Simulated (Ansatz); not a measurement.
# C on W(110): change of the work function, part 3 of 4

How does C on the hollow site change the work function of W(110) as the layer fills?

Ansatz 0.2.0; plane-wave DFT, PBE, Ansatz PAW.

So far, work function, upper face (eV): step 2 (the clean slab) 4.84; step 3 (37 atoms, coverage 0.111 ML, cell 3x3) 4.97.

## (4) The covered slab, k-mesh 6×6×1, coverage 0.25 ML

System of this step: W16C (C/W(110)). The cell holds 17 atoms: 16 W and 1 C. Cell: a = 5.473 Å, b = 5.473 Å, c = 26.623 Å, α = 90.0°, β = 90.0°, γ = 70.5°. Vacuum lies along c.

Another coverage, to see how the dipoles act on each other as their distance changes.

input.yaml

```yaml
crystal:
  lattice:
    - [4.468914857, -3.16, 0.0]
    - [4.468914857, 3.16, 0.0]
    - [0.0, 0.0, 26.6226796578]
  atoms:
    - { symbol: W, position: [0.0, 0.0, 0.3380576304] }
    - { symbol: W, position: [0.25, 0.25, 0.4219882286] }
    - { symbol: W, position: [0.0, 0.0, 0.5073415925] }
    - { symbol: W, position: [0.25, 0.25, 0.5896837502] }
    - { symbol: W, position: [0.0, 0.5, 0.3380576304] }
    - { symbol: W, position: [0.25, 0.75, 0.4219882286] }
    - { symbol: W, position: [0.0, 0.5, 0.5073415925] }
    - { symbol: W, position: [0.25, 0.75, 0.5896837502] }
    - { symbol: W, position: [0.5, 0.0, 0.3380576304] }
    - { symbol: W, position: [0.75, 0.25, 0.4219882286] }
    - { symbol: W, position: [0.5, 0.0, 0.5073415925] }
    - { symbol: W, position: [0.75, 0.25, 0.5896837502] }
    - { symbol: W, position: [0.5, 0.5, 0.3380576304] }
    - { symbol: W, position: [0.75, 0.75, 0.4219882286] }
    - { symbol: W, position: [0.5, 0.5, 0.5073415925] }
    - { symbol: W, position: [0.75, 0.75, 0.5896837502] }
    - { symbol: C, position: [0.42, 0.42, 0.6619423696] }
kpoints:
  mp_grid: { grid: [6, 6, 1] }
hamiltonian:
  xc: pbe
scf:
  occupations: { method: fermi_dirac, width: 0.1 }
  convergence: { dr2_threshold: 1.0e-08 }
efield:
  axis: 3
  dipole_correction: true
  ramp_position: 0.97
  ramp_width: 0.06
relax:
  f_tol: 0.02
  max_steps: 60
  constraints: [{ sites: [0, 1, 4, 5, 8, 9, 12, 13] }]
output:
  dos: { projected: true, e_range: [-8, 4] }
  write_potential: true
  write_density: true
  volumetric_format: npy
  elf: true
```

Run with:

```sh
ansatz run input.yaml --threads 4 --pin off --max-ram 16384MiB --backend cpu --events-out ev --progress --plain --runs-dir out
```

Standard output:

```text
[...]
Crystal: 17 atoms, lattice volume = 751.919 Å³
Basis set: ecut = 420 eV, 14721 PW (Γ), exchange–correlation on 80×80×360 points (8 copies of the dense FFT grid, shifted against one another)
Bands: 137, of which v1, the nominal top of the filled ones, is band 114 counted from 1 (113 counted from 0)
Symmetry: 2 space group operations
[...]
k-points: 13 of 36 (time reversal used)
[...]
SCF iter   1: F=—  HF=-166394.065711 eV  |F-HF|=—  |Δ(HF+E_count)|=         —  Δρ=8.61e-3  dr2=6.45e0  ethr=1.77e-3  p=-0.177 e·Å  D=-4.26e-2 V/Å  ΔV_dip=1.13 eV  dr2_dipole=3.83e-2  V_vac-E_F(+/−)=6.15/5.01 eV  ⟨swp⟩=9.1  Hψ=8937  notcnv=0
[...]
SCF iter  10: F=-166393.773321 eV  HF=-166393.773321 eV  |F-HF|=1.07e-8  |Δ(HF+E_count)|=   1.67e-8  Δρ=5.65e-7  dr2=5.41e-9  ethr=4.39e-12  p=-0.187 e·Å  D=-4.50e-2 V/Å  ΔV_dip=1.20 eV  dr2_dipole=2.98e-16  V_vac-E_F(+/−)=6.11/4.91 eV  ⟨swp⟩=13.2  Hψ=14394  notcnv=0
SCF 1 converged in 10 iterations: F = -166393.773321 eV  dr2 = 5.41e-9
[...]
relax step   1: F+E_penalty+E_count = -166393.77332095 eV  Δ(F+E_penalty+E_count) = +0.000e0 eV  max|allowed force component| = 4.942e0 eV/Å  Δτ_max = 0.0000 Å  (10 SCF iters, accepted)
[...]
SCF iter  10: F=-166395.066610 eV  HF=-166395.066610 eV  |F-HF|=8.41e-9  |Δ(HF+E_count)|=   9.87e-9  Δρ=3.24e-7  dr2=1.69e-9  ethr=4.39e-12  p=-0.161 e·Å  D=-3.87e-2 V/Å  ΔV_dip=1.03 eV  dr2_dipole=5.18e-11  V_vac-E_F(+/−)=5.93/4.90 eV  ⟨swp⟩=12.8  Hψ=14118  notcnv=0
SCF 2 converged in 10 iterations: F = -166395.066610 eV  dr2 = 1.69e-9
[...]
relax step   2: F+E_penalty+E_count = -166395.06660954 eV  Δ(F+E_penalty+E_count) = -1.293e0 eV  max|allowed force component| = 4.789e0 eV/Å  Δτ_max = 0.1949 Å  (10 SCF iters, accepted)
[...]
SCF iter  10: F=-166396.023467 eV  HF=-166396.023467 eV  |F-HF|=9.17e-9  |Δ(HF+E_count)|=   3.07e-8  Δρ=3.24e-7  dr2=1.10e-9  ethr=4.39e-12  p=-0.118 e·Å  D=-2.84e-2 V/Å  ΔV_dip=0.76 eV  dr2_dipole=2.24e-12  V_vac-E_F(+/−)=5.65/4.89 eV  ⟨swp⟩=12.1  Hψ=13463  notcnv=0
SCF 3 converged in 10 iterations: F = -166396.023467 eV  dr2 = 1.10e-9
relax step   3: F+E_penalty+E_count = -166396.02346677 eV  Δ(F+E_penalty+E_count) = -9.569e-1 eV  max|allowed force component| = 3.275e0 eV/Å  Δτ_max = 0.1904 Å  (10 SCF iters, accepted)
[...]
relax step   4: F+E_penalty+E_count = -166396.55160109 eV  Δ(F+E_penalty+E_count) = -5.281e-1 eV  max|allowed force component| = 1.045e0 eV/Å  Δτ_max = 0.1949 Å  (9 SCF iters, accepted)
[...]
relax step   5: F+E_penalty+E_count = -166396.75172635 eV  Δ(F+E_penalty+E_count) = -2.001e-1 eV  max|allowed force component| = 5.933e-1 eV/Å  Δτ_max = 0.2000 Å  (9 SCF iters, accepted)
[...]
relax step   6: F+E_penalty+E_count = -166396.85677265 eV  Δ(F+E_penalty+E_count) = -1.050e-1 eV  max|allowed force component| = 3.959e-1 eV/Å  Δτ_max = 0.2000 Å  (9 SCF iters, accepted)
[...]
relax step   7: F+E_penalty+E_count = -166396.91844533 eV  Δ(F+E_penalty+E_count) = -6.167e-2 eV  max|allowed force component| = 1.367e-1 eV/Å  Δτ_max = 0.2000 Å  (9 SCF iters, accepted)
[...]
relax step   8: F+E_penalty+E_count = -166396.92390352 eV  Δ(F+E_penalty+E_count) = -5.458e-3 eV  max|allowed force component| = 2.082e-1 eV/Å  Δτ_max = 0.0802 Å  (9 SCF iters, accepted)
[...]
relax step   9: F+E_penalty+E_count = -166396.92664119 eV  Δ(F+E_penalty+E_count) = -2.738e-3 eV  max|allowed force component| = 2.506e-2 eV/Å  Δτ_max = 0.0198 Å  (8 SCF iters, accepted)
SCF iter   1: F=—  HF=-166396.926619 eV  |F-HF|=—  |Δ(HF+E_count)|=         —  Δρ=1.28e-4  dr2=2.00e-4  ethr=5.49e-7  p=-0.057 e·Å  D=-1.37e-2 V/Å  ΔV_dip=0.36 eV  dr2_dipole=6.37e-6  V_vac-E_F(+/−)=5.23/4.87 eV  ⟨swp⟩=2.5  Hψ=2872  notcnv=0
[...]
SCF iter   6: F=-166396.926736 eV  HF=-166396.926736 eV  |F-HF|=1.26e-8  |Δ(HF+E_count)|=   4.27e-8  Δρ=3.73e-7  dr2=1.34e-9  ethr=4.39e-12  p=-0.057 e·Å  D=-1.37e-2 V/Å  ΔV_dip=0.36 eV  dr2_dipole=7.88e-16  V_vac-E_F(+/−)=5.24/4.87 eV  ⟨swp⟩=10.6  Hψ=12262  notcnv=0
SCF 10 converged in 6 iterations: F = -166396.926736 eV  dr2 = 1.34e-9
relax step  10: F+E_penalty+E_count = -166396.92673585 eV  Δ(F+E_penalty+E_count) = -9.466e-5 eV  max|allowed force component| = 5.621e-3 eV/Å  Δτ_max = 0.0021 Å  (6 SCF iters, accepted)
[...]
SCF converged after 6 iterations
Free energy (F): -166396.926736 eV
[...]
Internal energy: -166396.585276 eV  (E = F + TS)
E sigma→0 (E₀):  -166396.756006 eV
Entropy (-TS):   -0.341459 eV (-20.086 meV/atom)
Fermi energy:    4.463619 eV
Dipole field:    D = -0.013695 V/Å  (p = -0.056909 e·Å, saw-weighted, corrected)
Work function:   Φ+ = 5.2353 eV   Φ− = 4.8707 eV
[...]
--- Forces (eV/Å), atoms counted from 1 ---
  atom   1  W      0.00001578     0.00000000     0.40269944
  atom   2  W      0.15422543     0.00000000    -0.45000805
  atom   3  W     -0.00070908     0.00000000     0.00136841
  atom   4  W     -0.00371312     0.00000000    -0.00051617
  atom   5  W      0.00001754     0.00004164     0.46342330
  atom   6  W     -0.00014785     0.03111518    -0.34850062
  atom   7  W      0.00042935     0.00119808    -0.00149322
  atom   8  W     -0.00069186     0.00183227     0.00246310
  atom   9  W      0.00001754    -0.00004164     0.46342330
  atom  10  W     -0.00014785    -0.03111518    -0.34850062
  atom  11  W      0.00042935    -0.00119808    -0.00149322
  atom  12  W     -0.00069186    -0.00183227     0.00246310
  atom  13  W     -0.00003064     0.00000000     0.26392817
  atom  14  W     -0.15436555     0.00000000    -0.44987627
  atom  15  W     -0.00025685     0.00000000     0.00528327
  atom  16  W      0.00562129     0.00000000    -0.00238017
  atom  17  C     -0.00001172     0.00000000    -0.00228500
  max |Σ_I F_I| component: 1.01e-5 eV/Å
--- Band table (eV; the first three rows and the last of 13) ---
  k-point 0: bands = [... 110 lower, 4.9653, 5.1270, 5.2004, 5.2093, 5.3921, 5.5334, 5.7444, 5.8243, ... 19 higher]
  k-point 1: bands = [... 110 lower, 4.4936, 4.6416, 4.6739, 4.7927, 5.2881, 5.3793, 5.6701, 5.7138, ... 19 higher]
  k-point 2: bands = [... 110 lower, 3.6992, 3.7466, 4.2485, 4.3911, 4.6314, 4.9450, 5.1795, 5.2745, ... 19 higher]
  k-point 12: bands = [... 110 lower, 3.6403, 3.7244, 3.8758, 3.8871, 3.9479, 3.9863, 4.1072, 4.4655, ... 19 higher]
--- Relaxed structure (10 steps of the walk, 10 accepted, 0 SCFs on fresh bases) ---
  F+E_penalty+E_count = -166396.92673585 eV   max|allowed force component| = 5.621e-3 eV/Å
  atoms:
    - { symbol: W, position: [0.0, 0.0, 0.338058] }
    - { symbol: W, position: [0.250000, 0.250000, 0.4219882286] }
    - { symbol: W, position: [-3.365116e-6, -3.365116e-6, 0.504889] }
    - { symbol: W, position: [0.259021, 0.259021, 0.591775] }
    - { symbol: W, position: [0.0, 0.500000, 0.338058] }
    - { symbol: W, position: [0.250000, 0.750000, 0.4219882286] }
    - { symbol: W, position: [1.378392e-6, 0.499987, 0.508247] }
    - { symbol: W, position: [0.235668, 0.764316, 0.590168] }
    - { symbol: W, position: [0.500000, 0.0, 0.338058] }
    - { symbol: W, position: [0.750000, 0.250000, 0.4219882286] }
    - { symbol: W, position: [0.499987, 1.378392e-6, 0.508247] }
    - { symbol: W, position: [0.764316, 0.235668, 0.590168] }
    - { symbol: W, position: [0.500000, 0.500000, 0.338058] }
    - { symbol: W, position: [0.750000, 0.750000, 0.4219882286] }
    - { symbol: W, position: [0.499999, 0.499999, 0.506682] }
    - { symbol: W, position: [0.740945, 0.740945, 0.591780] }
    - { symbol: C, position: [0.499990, 0.499990, 0.631137] }
```

Wall time 8.7 min (4 threads of Arm Neoverse V1, shared host); peak memory 2.9 GiB.

The steps of the relaxation:

| step | energy less that of the first step (eV) | largest force component (eV/Å) |
| --- | --- | --- |
| 1 | 0.0000 | 4.9422 |
| 2 | -1.2933 | 4.7892 |
| 3 | -2.2501 | 3.2747 |
| 4 | -2.7783 | 1.0453 |
| 5 | -2.9784 | 0.5933 |
| 6 | -3.0835 | 0.3959 |
| 7 | -3.1451 | 0.1367 |
| 8 | -3.1506 | 0.2082 |
| 9 | -3.1533 | 0.0251 |
| 10 | -3.1534 | 0.0056 |

The run keeps the 2 symmetry operations that the program found, so distortions that break them were not tested.

The atoms that moved most (Å):

| atom | dx | dy | dz | length |
| --- | --- | --- | --- | --- |
| C17 | 0.715 | 0.000 | -0.820 | 1.088 |
| W16 | -0.081 | 0.000 | 0.056 | 0.098 |
| W4 | 0.081 | 0.000 | 0.056 | 0.098 |
| W8 | 0.000 | 0.091 | 0.013 | 0.091 |
| W12 | 0.000 | -0.091 | 0.013 | 0.091 |
| W3 | 0.000 | 0.000 | -0.065 | 0.065 |
| W7 | 0.000 | 0.000 | 0.024 | 0.024 |
| W11 | 0.000 | 0.000 | 0.024 | 0.024 |

The relaxed structure:

```xyz
17
Lattice="4.4689 -3.1600 0.0000 4.4689 3.1600 0.0000 0.0000 0.0000 26.6227" Properties=species:S:1:pos:R:3
W     0.0000    0.0000    9.0000
W     2.2345    0.0000   11.2345
W     0.0000    0.0000   13.4415
W     2.3151    0.0000   15.7546
W     2.2345    1.5800    9.0000
W     4.4689    1.5800   11.2345
W     2.2344    1.5800   13.5309
W     4.4688    1.6705   15.7118
W     2.2345   -1.5800    9.0000
W     4.4689   -1.5800   11.2345
W     2.2344   -1.5800   13.5309
W     4.4688   -1.6705   15.7118
W     4.4689    0.0000    9.0000
W     6.7034    0.0000   11.2345
W     4.4689    0.0000   13.4892
W     6.6224    0.0000   15.7548
C     4.4688    0.0000   16.8026
```

This step gave:

```yaml
energy_at_zero_smearing: -166396.7560 eV
work_function_upper_face: 5.235 eV
work_function_lower_face: 4.871 eV
dipole_along_the_normal: -0.05691 e·Å
step_between_the_vacuum_levels: 0.3646 eV
```

The density of states has structure finer than the step of the table below, so its rows give means over 0.25 eV. Peaks (eV: height): -3.220: 28.6, -3.070: 29.2, -2.980: 42.2, -2.890: 43.2, -2.680: 33.8, -1.950: 26.3, 1.710: 27.5.

Density of states against energy, zero at the Fermi level; means over each step:

| energy (eV) | density of states (states/eV a cell) |
| --- | --- |
| -7.75 | 1.00 |
| -7.50 | 1.28 |
| -7.25 | 1.76 |
| -7.00 | 2.33 |
| -6.75 | 2.75 |
| -6.50 | 1.93 |
| -6.25 | 4.32 |
| -6.00 | 5.70 |
| -5.75 | 10.3 |
| -5.50 | 8.88 |
| -5.25 | 13.0 |
| -5.00 | 12.2 |
| -4.75 | 15.6 |
| -4.50 | 18.2 |
| -4.25 | 12.9 |
| -4.00 | 12.2 |
| -3.75 | 10.7 |
| -3.50 | 12.4 |
| -3.25 | 21.2 |
| -3.00 | 25.6 |
| -2.75 | 22.3 |
| -2.50 | 20.3 |
| -2.25 | 18.0 |
| -2.00 | 22.6 |
| -1.75 | 18.4 |
| -1.50 | 22.0 |
| -1.25 | 15.2 |
| -1.00 | 14.3 |
| -0.75 | 15.7 |
| -0.50 | 10.2 |
| -0.25 | 8.51 |
| 0.00 | 11.5 |
| 0.25 | 9.62 |
| 0.50 | 12.8 |
| 0.75 | 14.3 |
| 1.00 | 15.9 |
| 1.25 | 18.1 |
| 1.50 | 19.1 |
| 1.75 | 20.7 |

Projected DOS per atom over height of the atomic layer and energy from the Fermi level. Layers: W4 W4 W4 W4 C from below.

Values in states/eV, 22 rows by 5 columns, each cell a mean:
```
1.12 1.21 1.06 1.12 0.33
1.04 1.08 1.09 1.14 0.24
1.07 0.74 0.74 0.98 0.25
0.91 0.50 0.49 0.72 0.21
0.86 0.43 0.39 0.62 0.26
0.93 0.44 0.48 0.56 0.47
1.23 0.43 0.59 1.13 0.90
1.65 0.81 0.78 1.33 0.55
1.53 1.00 1.18 1.27 0.49
1.24 1.16 1.12 1.26 0.45
1.34 1.46 1.24 1.15 0.36
0.90 1.52 1.62 0.93 0.81
0.46 0.63 0.70 0.78 0.95
0.75 0.80 0.75 0.70 0.64
0.91 1.24 1.10 0.87 0.66
0.48 0.96 0.91 0.66 0.46
0.35 0.77 0.78 0.50 0.30
0.31 0.55 0.54 0.37 0.22
0.13 0.22 0.24 0.14 0.08
0.13 0.16 0.21 0.10 0.06
0.06 0.14 0.15 0.05 0.03
0.03 0.10 0.09 0.02 0.02
```
Columns: height of the atomic layer (Å) from 9 to 16.8 (not evenly spaced); rows upwards: energy from the Fermi level (eV) from -7.96 to 1.95.

ELF in the ca plane at fractional y = 0.500, with atoms of W and C within 0.2 Å of it. It is the smooth field of the valence electrons, not physical close to the nuclei.

Ten even steps from '0' (0.00) to '9' (0.79), each cell a mean:
```
68476355445448558445445543100000000000000000
37874354345425885344444542100000000000000000
34433554445543443454444443110000000000000000
55444554445654444554445555321000000000000000
34443554445543443454346898642000000000000000
37874354345425885344358999863100000000000000
68476355445448568334478459974200000000000000
77157355455458238434477229974200000000000000
58885355445437886344468889974100000000000000
35653454445534653354357999852100000000000000
54434554445654444554445676531000000000000000
54434554445654444554444543210000000000000000
35653454445533663354444442100000000000000000
58785355445437887345445542100000000000000000
77157355455448238445455543100000000000000000
```
Columns run along c (16.0 Å, from fractional 0.31 to 0.91 of the cell), rows up along a (5.5 Å). Atoms in or near the plane, at fractional coordinates: W at (0.34, 0.00), W at (0.51, 0.00), W at (0.34, 0.50), W at (0.51, 0.50), C at (0.63, 0.50).

Electrostatic potential energy in the ca plane at fractional y = 0.500, with atoms of W and C within 0.2 Å of it. With pseudopotentials it is smooth inside the atoms' cores, unlike the true potential.

Ten even steps from '0' (-60 eV) to '9' (10 eV), each cell a mean:
```
40003799999862002689999999999999999999999999
64236899889975225799889999999999999999999999
87778998889988778898888999999999999999999999
98889998889998888998888999999999999999999999
87678998889987678899888999999999999999999999
63236899889874225899988668999999999999999999
40003799999861002689985116999999999999999999
40003799999851001689984005999999999999999999
52014899999862013789987447999999999999999999
76557898889986557899888889999999999999999999
98888998889998888998888999999999999999999999
98888998889998888998888999999999999999999999
75457898889986556899889999999999999999999999
52014899999873003789999999999999999999999999
40003799999861001689999999999999999999999999
```
Columns run along c (16.0 Å, from fractional 0.31 to 0.91 of the cell; values clipped at the 3rd and 97th percentile), rows up along a (5.5 Å). Atoms in or near the plane, at fractional coordinates: W at (0.34, 0.00), W at (0.51, 0.00), W at (0.34, 0.50), W at (0.51, 0.50), C at (0.63, 0.50).

Valence density in the ca plane at fractional y = 0.500, with atoms of W and C within 0.2 Å of it. It is the smooth field of the valence electrons, not physical close to the nuclei.

Values in e/Å³, 8 rows by 16 columns, each cell a mean:
```
2.9 2.5 0.3 0.3 1.0 3.9 0.8 0.3 0.2 0.0 0.0 0.0 0.0 0.0 0.0 0.0
0.5 0.5 0.3 0.4 0.3 0.6 0.3 0.4 0.2 0.0 0.0 0.0 0.0 0.0 0.0 0.0
0.9 0.8 0.3 0.3 0.4 1.2 0.4 0.4 0.6 0.2 0.0 0.0 0.0 0.0 0.0 0.0
3.4 3.0 0.3 0.3 1.5 4.5 0.9 0.4 1.4 0.5 0.0 0.0 0.0 0.0 0.0 0.0
2.8 2.5 0.3 0.3 1.1 3.9 0.7 0.4 1.2 0.4 0.0 0.0 0.0 0.0 0.0 0.0
0.5 0.5 0.3 0.4 0.3 0.6 0.3 0.4 0.4 0.1 0.0 0.0 0.0 0.0 0.0 0.0
0.9 0.8 0.3 0.3 0.4 1.2 0.4 0.4 0.2 0.0 0.0 0.0 0.0 0.0 0.0 0.0
3.4 3.0 0.3 0.3 1.3 4.5 1.0 0.3 0.2 0.0 0.0 0.0 0.0 0.0 0.0 0.0
```
Columns run along c (16.0 Å, from fractional 0.31 to 0.91 of the cell), rows up along a (5.5 Å). Atoms in or near the plane, at fractional coordinates: W at (0.34, 0.00), W at (0.51, 0.00), W at (0.34, 0.50), W at (0.51, 0.50), C at (0.63, 0.50).

The relaxation took 10 steps and lowered the energy by 3.2 eV; the largest force on the free atoms ends at 0.0056 eV/Å.

By hand: a sheet of dipoles makes a step −p/(ε₀A) in the electron's potential. With e/ε₀ = 180.95 V·Å, p = -0.05691 e·Å and A = 28.24 Å², that is −180.95 × (-0.05691) / 28.24 = +0.365 eV, and the two vacuum levels of the run differ by +0.365 eV.

The covered face has 5.24 eV, +0.39 eV against the clean one; the bare back face has moved by -0.03 eV, a measure of how thin the slab is.

## (5) Adsorbate added, k-mesh 6×6×1, coverage 0.5 ML

System of this step: W8C (C/W(110)). The cell holds 18 atoms: 16 W and 2 C. Cell: a = 5.473 Å, b = 5.473 Å, c = 26.623 Å, α = 90.0°, β = 90.0°, γ = 70.5°. Vacuum lies along c.

Another coverage, to see how the dipoles act on each other as their distance changes.

input.yaml: that of step 4 with these lines changed.

```diff
@@ -23,2 +23,3 @@
     - { symbol: C, position: [0.42, 0.42, 0.6619423696] }
+    - { symbol: C, position: [0.92, 0.42, 0.6619423696] }
 kpoints:
```

Standard output:

```text
[...]
Crystal: 18 atoms, lattice volume = 751.919 Å³
Basis set: ecut = 420 eV, 14721 PW (Γ), exchange–correlation on 80×80×360 points (8 copies of the dense FFT grid, shifted against one another)
Bands: 140, of which v1, the nominal top of the filled ones, is band 116 counted from 1 (115 counted from 0)
Symmetry: 2 space group operations
[...]
- { symbol: W, position: [0.246210, 0.752848, 0.592276] }
[...]
- { symbol: W, position: [0.500000, 0.500000, 0.338058] }
    - { symbol: W, position: [0.750000, 0.750000, 0.4219882286] }
    - { symbol: W, position: [0.500002, 0.499998, 0.507655] }
    - { symbol: W, position: [0.746210, 0.752848, 0.592276] }
    - { symbol: C, position: [0.500008, 0.499995, 0.636055] }
    - { symbol: C, position: [1.000008, 0.499995, 0.636055] }
[key lines of the parts left out:]
SCF converged after 5 iterations
Free energy (F): -166646.572323 eV
Fermi energy:    4.351495 eV
Dipole field:    D = -0.039991 V/Å  (p = -0.166176 e·Å, saw-weighted, corrected)
Work function:   Φ+ = 5.9312 eV   Φ− = 4.8665 eV
```

Wall time 14 min (4 threads); peak memory 3.5 GiB; 54 min of CPU time.

Step by step:

| step | energy less that of the first step (eV) | largest force component (eV/Å) |
| --- | --- | --- |
| 1 | 0.0000 | 3.7663 |
| 2 | -2.1423 | 3.4703 |
| 3 | -3.6971 | 2.5456 |
| 4 | -4.4542 | 0.9138 |
| 5 | -4.8368 | 0.4190 |
| 6 | -4.9187 | 0.3206 |
| 7 | -5.0657 | 0.2956 |
| 8 | -5.0937 | 0.3989 |
| 9 | -5.1383 | 0.1099 |
| 10 | -5.1403 | 0.0292 |
| 11 | -5.1404 | 0.0037 |

Forces are held to the 2 operations that the program found; a distortion that breaks them can't arise in this run.

The atoms that moved most (Å):

| atom | dx | dy | dz | length |
| --- | --- | --- | --- | --- |
| C17 | 0.715 | 0.000 | -0.689 | 0.993 |
| C18 | 0.715 | 0.000 | -0.689 | 0.993 |
| W4 | 0.004 | -0.021 | 0.069 | 0.072 |
| W12 | 0.004 | -0.021 | 0.069 | 0.072 |
| W16 | -0.004 | 0.021 | 0.069 | 0.072 |
| W8 | -0.004 | 0.021 | 0.069 | 0.072 |
| W3 | 0.000 | 0.000 | -0.037 | 0.037 |
| W11 | 0.000 | 0.000 | -0.037 | 0.037 |

Final coordinates:

```xyz
18
Lattice="4.4689 -3.1600 0.0000 4.4689 3.1600 0.0000 0.0000 0.0000 26.6227" Properties=species:S:1:pos:R:3
W     0.0000    0.0000    9.0000
W     2.2345    0.0000   11.2345
W     0.0000    0.0000   13.4701
W     2.2386   -0.0211   15.7680
W     2.2345    1.5800    9.0000
W     4.4689    1.5800   11.2345
W     2.2345    1.5800   13.5151
W     4.4647    1.6010   15.7680
W     2.2345   -1.5800    9.0000
W     4.4689   -1.5800   11.2345
W     2.2344   -1.5800   13.4701
W     4.4731   -1.6011   15.7680
W     4.4689    0.0000    9.0000
W     6.7034    0.0000   11.2345
W     4.4689    0.0000   13.5151
W     6.6992    0.0210   15.7680
C     4.4689    0.0000   16.9335
C     6.7034   -1.5800   16.9335
```

(Continued in part 4 of 4.)

[Long decimals in the printed logs are rounded to 6 places.]

[Logs are printed without paths, hosts, clocks, repeated set-up lines and the standing remarks that a program may print on its own settings, such as how far it seeks lower states.]

[Hosts, paths, dates, database ids (printed as entryN), source tags and the programs' standing remarks are cut or masked in the printed files.]

[Maps of the electrostatic potential energy from Ansatz leave out the sawtooth potential of an applied field or a dipole correction, so their vacuum need not be flat; planar profiles and work functions include it.]

[The density of states shown here was stored with 400 of the rows of the run's finer table, so its peaks can read low, often by over a quarter, or be missed, and its means over a window can be off by a tenth or more.]
